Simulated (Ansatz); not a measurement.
# Phonons of LiY (built on the sites of a database entry of ScAg) against volume, part 2 of 2

Aim: how the phonons of LiY (built on the sites of a database entry of ScAg) shift with volume, and the thermal expansion that follows.

Ansatz 0.2.0; DFT PBEsol, scalar-relativistic, plane waves, PseudoDojo norm-conserving pseudopotentials.

So far, highest frequency on the path or at a solved wavevector (cm⁻¹): step 2 (the dispersion) 344; step 4 (phonons at the other volume, volume ratio 0.97) 352.

The structure was built from a prototype and need not be the compound's stable phase.

### Step 6. Phonons at the other volume, volume ratio 1.03

The phonons are repeated at this volume on the same k and q meshes.

Contents of input.yaml:

```yaml
crystal:
  lattice:
    - [3.7196547019, 0.0, 0.0]
    - [0.0, 3.7196547019, 0.0]
    - [0.0, 0.0, 3.7196547019]
  atoms:
    - { symbol: "Y", position: [0.5, 0.5, 0.5] }
    - { symbol: Li, position: [0.0, 0.0, 0.0] }
kpoints:
  mp_grid: { grid: [10, 10, 10] }
hamiltonian:
  xc: pbesol
  pseudopotentials: { kind: nc, accuracy: standard }
scf:
  occupations: { method: methfessel_paxton, width: 0.15 }
output:
  eigenvalues: true
phonons:
  method: dfpt
  qmesh: [2, 2, 2]
  temperatures: { t_max: 1000, t_step: 50 }
  qpath:
    path:
      - [[0.0, 0.0, 0.0], [0.0, 0.5, 0.0], [0.5, 0.5, 0.0], [0.0, 0.0, 0.0], [0.5, 0.5, 0.5], [0.0, 0.5, 0.0]]
      - [[0.5, 0.5, 0.5], [0.5, 0.5, 0.0]]
    npoints: 10
```

Run with:

```sh
$ ansatz run input.yaml --threads 4 --pin off --max-ram 7168MiB --backend cpu --events-out ev --progress --plain --runs-dir out
```

Numbers of over 12 decimals in the logs are rounded to 6 here.

The log of the run:

```text
[...]
Crystal: 2 atoms, lattice volume = 51.465 Å³
Basis set: ecut = 1006.821291 eV, 3743 PW (Γ), exchange–correlation on 80×80×80 points (8 copies of the dense FFT grid, shifted against one another)
Bands: 11, of which v1, the nominal top of the filled ones, is band 7 counted from 1 (6 counted from 0)
Symmetry: 48 space group operations
k-points: 56 of 1000
[...]
k-point 55: bands = [... 3 lower, -16.6646, -16.6646, 5.5248, 5.5248, 5.5248, 10.7743, 10.7743, 10.7743]
[...]
ASR residual: 1.061e-5 → 0.000e0 eV/Å²; symmetrization residual: 1.146e-6 eV/Å²
  ASR residual per site (eV/Å²): 1.06e-5 2.00e-6
  Γ frequencies (cm⁻¹): 0.00 0.00 0.00 321.33 321.33 321.33
--- Phonons (arbitrary-q DFPT): 4 irreducible q on the 2×2×2 mesh ---
[...]
interpolated dispersion: 62 rows × 6 modes
[...]
[key lines of the parts left out:]
SCF converged after 9 iterations
Free energy (F): -1304.092447 eV
Fermi energy:    6.393187 eV
```

Run time: 48 s. Hardware: 4 threads of Arm Neoverse V2, shared host; peak memory 1.1 GiB.

Numbers from this step:

| Property | Result |
| --- | --- |
| sum-rule residual before enforcement | 1.06e-5 eV/Å² |
| highest frequency on the path or at a solved wavevector | 334.7 cm⁻¹ |
| mean frequency | 185.2 cm⁻¹ |
| Debye temperature (second moment) | 399 K |
| logarithmic mean frequency | 148.7 cm⁻¹ |
| highest optical mode at the zone centre (no LO-TO term) | 321.3 cm⁻¹ |
| lowest optical zone-centre mode | 321.3 cm⁻¹ |
| lowest mode on the q mesh (acoustic modes at Γ apart) | 63.39 cm⁻¹ |
| zero-point energy per atom | 34.44 meV |
| heat capacity at 300 K | 22.93 J/(mol atoms K) |
| vibrational entropy at 300 K | 34.42 J/(mol atoms K) |
| edges of the widest gap between branches, on path and mesh | 129.7, 253 cm⁻¹ |

Frequencies (cm⁻¹) solved at each irreducible wavevector; negative means imaginary. Frequencies by wavevector, by row:

| q in reciprocal lattice units | star | mode 1 | mode 2 | mode 3 | mode 4 | mode 5 | mode 6 |
| --- | --- | --- | --- | --- | --- | --- | --- |
| 0 0 0 | 1 | 0 | 0 | 0 | 321.3 | 321.3 | 321.3 |
| 0 0 -0.5 | 3 | 82 | 82 | 84.4 | 267.3 | 313.9 | 313.9 |
| 0 -0.5 -0.5 | 3 | 63.4 | 72.6 | 72.6 | 262.3 | 262.3 | 334.7 |
| -0.5 -0.5 -0.5 | 1 | 129.7 | 129.7 | 129.7 | 253 | 253 | 253 |

The highest optical mode at the zone centre (no LO-TO term) is 321.3 cm⁻¹, -9.6 cm⁻¹ against the base run.

### Step 7. Grüneisen parameters

The Grüneisen parameter of a mode is minus the logarithmic change of its frequency with volume, −d ln ω / d ln V; weighted by heat capacity it gives the expansion.

This step gave:

```yaml
bulk_modulus: 32.6 GPa
```

The phonon branches at the labelled points (cm⁻¹):

| point | branch 1 | branch 2 | branch 3 | branch 4 | branch 5 | branch 6 |
| --- | --- | --- | --- | --- | --- | --- |
| Γ | 0 | 0 | 0 | 331 | 331 | 331 |
| halfway | 57 | 58 | 58 | 305 | 327 | 327 |
| X | 84 | 84 | 89 | 273 | 322 | 322 |
| halfway | 74 | 79 | 84 | 272 | 297 | 333 |
| M | 64 | 74 | 74 | 271 | 271 | 344 |
| halfway | 48 | 67 | 87 | 296 | 305 | 330 |
| Γ | 0 | 0 | 0 | 331 | 331 | 331 |
| halfway | 77 | 77 | 94 | 298 | 303 | 303 |
| R | 134 | 134 | 134 | 261 | 261 | 261 |
| halfway | 87 | 98 | 98 | 269 | 300 | 302 |
| X | 84 | 84 | 89 | 273 | 322 | 322 |
| jump to R | 134 | 134 | 134 | 261 | 261 | 261 |
| halfway | 105 | 107 | 107 | 267 | 267 | 305 |
| M | 64 | 74 | 74 | 271 | 271 | 344 |

The same for volume x 0.97:

| point | branch 1 | branch 2 | branch 3 | branch 4 | branch 5 | branch 6 |
| --- | --- | --- | --- | --- | --- | --- |
| Γ | 0 | 0 | 0 | 341 | 341 | 341 |
| X | 85 | 85 | 94 | 279 | 330 | 330 |
| M | 65 | 75 | 75 | 280 | 280 | 352 |
| Γ | 0 | 0 | 0 | 341 | 341 | 341 |
| R | 139 | 139 | 139 | 269 | 269 | 269 |
| X | 85 | 85 | 94 | 279 | 330 | 330 |
| R | 139 | 139 | 139 | 269 | 269 | 269 |
| M | 65 | 75 | 75 | 280 | 280 | 352 |

The same for volume x 1.03:

| point | branch 1 | branch 2 | branch 3 | branch 4 | branch 5 | branch 6 |
| --- | --- | --- | --- | --- | --- | --- |
| Γ | 0 | 0 | 0 | 321 | 321 | 321 |
| X | 82 | 82 | 84 | 267 | 314 | 314 |
| M | 63 | 73 | 73 | 262 | 262 | 335 |
| Γ | 0 | 0 | 0 | 321 | 321 | 321 |
| R | 130 | 130 | 130 | 253 | 253 | 253 |
| X | 82 | 82 | 84 | 267 | 314 | 314 |
| R | 130 | 130 | 130 | 253 | 253 | 253 |
| M | 63 | 73 | 73 | 262 | 262 | 335 |

The first set of phonon branches as a text plot (rows in cm⁻¹):

```
    345 |            *****                                      *
    330 |******   ***     ***********                         **
    316 |  *   ****           **    ****             *****
    301 |   **     *       ****        **           **       *
    286 |     *     **    ***            ***      **       **
    272 |      ***********                  **   *********  *****
    257 |                                    *****        **
    242 |
    228 |
    213 |
    198 |
    184 |
    169 |
    154 |
    139 |                                     ***         *
    125 |                                   **  ***        *
    110 |                                  *      **        **
     95 |       **        ***           ***        *******    *
     81 |     ************   **      ****           ******    ***
     66 |    *      ************       *                        *
     51 |   *              *** *    ***
     37 |  *                  * *   *
     22 | *                    *** *
      7 |*                       **
         Γ      X      M          Γ            R        X|R     M
```

Mode Grueneisen parameter -dln(w)/dln(V), modes matched by rank; at Γ the acoustic branches take the value of a neighbouring point of the path. Mode grüneisen parameters along the path, in :

| point | branch 1 | branch 2 | branch 3 | branch 4 | branch 5 | branch 6 |
| --- | --- | --- | --- | --- | --- | --- |
| Γ | 1.88 | 0.39 | 0.39 | 0.98 | 0.98 | 0.98 |
| halfway | 1.66 | 0.52 | 0.68 | 0.89 | 0.92 | 0.92 |
| X | 0.58 | 0.58 | 1.83 | 0.73 | 0.84 | 0.84 |
| halfway | 0.54 | 0.53 | 1.33 | 0.91 | 0.94 | 0.85 |
| M | 0.47 | 0.56 | 0.56 | 1.08 | 1.08 | 0.86 |
| halfway | 0.21 | 0.54 | 1.34 | 0.88 | 0.93 | 0.88 |
| Γ | -0.35 | 0.47 | 1.35 | 0.98 | 0.98 | 0.98 |
| halfway | 0.85 | 0.85 | 1.08 | 0.91 | 0.92 | 0.92 |
| R | 1.13 | 1.13 | 1.13 | 1.04 | 1.04 | 1.04 |
| halfway | 0.61 | 1.09 | 1.07 | 0.98 | 0.92 | 0.94 |
| X | 0.58 | 0.58 | 1.83 | 0.73 | 0.84 | 0.84 |
| jump to R | 1.13 | 1.13 | 1.13 | 1.04 | 1.04 | 1.04 |
| halfway | 1.00 | 0.95 | 0.95 | 1.07 | 1.07 | 0.92 |
| M | 0.47 | 0.56 | 0.56 | 1.08 | 1.08 | 0.86 |

The mode Grüneisen parameters as a text plot (rows in , shown from 0.0 to 1.8 only):

```
   1.81 |      ***                                      **
   1.73 |
   1.66 |   *     *                                    *
   1.58 |     *
   1.50 |          *                                  *
   1.43 |
   1.35 |                    *******
   1.28 |                           ***              *
   1.20 |    *             **          *
   1.13 |    *      *                       ******* *     *
   1.05 |            ******             *  **********     *******
   0.98 |***        **   ****  ******    ****    ****      ***
   0.90 |   ***   ** *   * *****    *****           ****     ***
   0.82 |    **************             *          *  ****    * *
   0.75 |      ***    *                                 **
   0.67 |   *           *              *               *       *
   0.60 |      ****                                 *   **      *
   0.52 |   ***    ************      **                 *       *
   0.45 | **           ** *    ****                  ***
   0.37 |*                 **
   0.30 |                           *
   0.22 |                    *     *
   0.15 |
   0.07 |                     *
         Γ      X      M          Γ            R        X|R     M
```

(dS/dlnV)/C_V. Thermodynamic Grueneisen parameter against temperature:

| temperature (K) | thermodynamic Grueneisen parameter |
| --- | --- |
| 50 | 0.82 |
| 100 | 0.862 |
| 150 | 0.875 |
| 200 | 0.881 |
| 250 | 0.883 |
| 300 | 0.885 |
| 350 | 0.886 |
| 400 | 0.886 |
| 450 | 0.886 |
| 500 | 0.887 |
| 550 | 0.887 |
| 600 | 0.887 |
| 650 | 0.888 |
| 700 | 0.887 |
| 750 | 0.887 |
| 800 | 0.887 |
| 850 | 0.888 |
| 900 | 0.887 |
| 950 | 0.888 |
| 1000 | 0.887 |

Gamma C_V/(B V) at the static volume. Volume expansion against temperature:

| temperature (K) | volume expansion (1e-6/K) |
| --- | --- |
| 50 | 13.8 |
| 100 | 25.2 |
| 150 | 32.8 |
| 200 | 37.2 |
| 250 | 39.6 |
| 300 | 41.2 |
| 350 | 42.2 |
| 400 | 42.8 |
| 450 | 43.3 |
| 500 | 43.6 |
| 550 | 43.9 |
| 600 | 44.1 |
| 650 | 44.3 |
| 700 | 44.4 |
| 750 | 44.4 |
| 800 | 44.5 |
| 850 | 44.6 |
| 900 | 44.6 |
| 950 | 44.7 |
| 1000 | 44.7 |

### Step 8. What came out

| Quantity | Value |
| --- | --- |
| bulk modulus | 32.6 GPa |
| thermodynamic Grüneisen parameter at 300 K | 0.885 |
| volume expansion at 300 K, estimated | 41.17 × 10⁻⁶ K⁻¹ |

What this shows: By this estimate the volume grows by 41.2 × 10⁻⁶ per kelvin at 300 K. The highest optical mode at Γ goes from 341 to 321 cm⁻¹ as the cell grows, a Grüneisen parameter of 0.98. Mode parameters on the path run from -0.35 to 1.9, with a median of 0.93. Modes with negative values stiffen as the cell grows and pull against the expansion. Branches are matched by rank, so values near crossings are rough. The expansion is the Grüneisen estimate at the static volume, with the static bulk modulus. The q mesh stands for a supercell only 7.4 Å across, so branches between the solved wavevectors are rough. With no gap, or one that is small against the smearing, the frequencies hang on the k mesh and the smearing, most of all near Kohn anomalies. The starting cell was built on a prototype and not taken from a measurement, so the phase need not exist.

[Logs are printed without paths, hosts, clocks, repeated set-up lines and the standing remarks that a program may print on its own settings, such as how far it seeks lower states.]

[Hosts, paths, dates, database ids (printed as entryN), source tags and the programs' standing remarks are cut or masked in the printed files.]
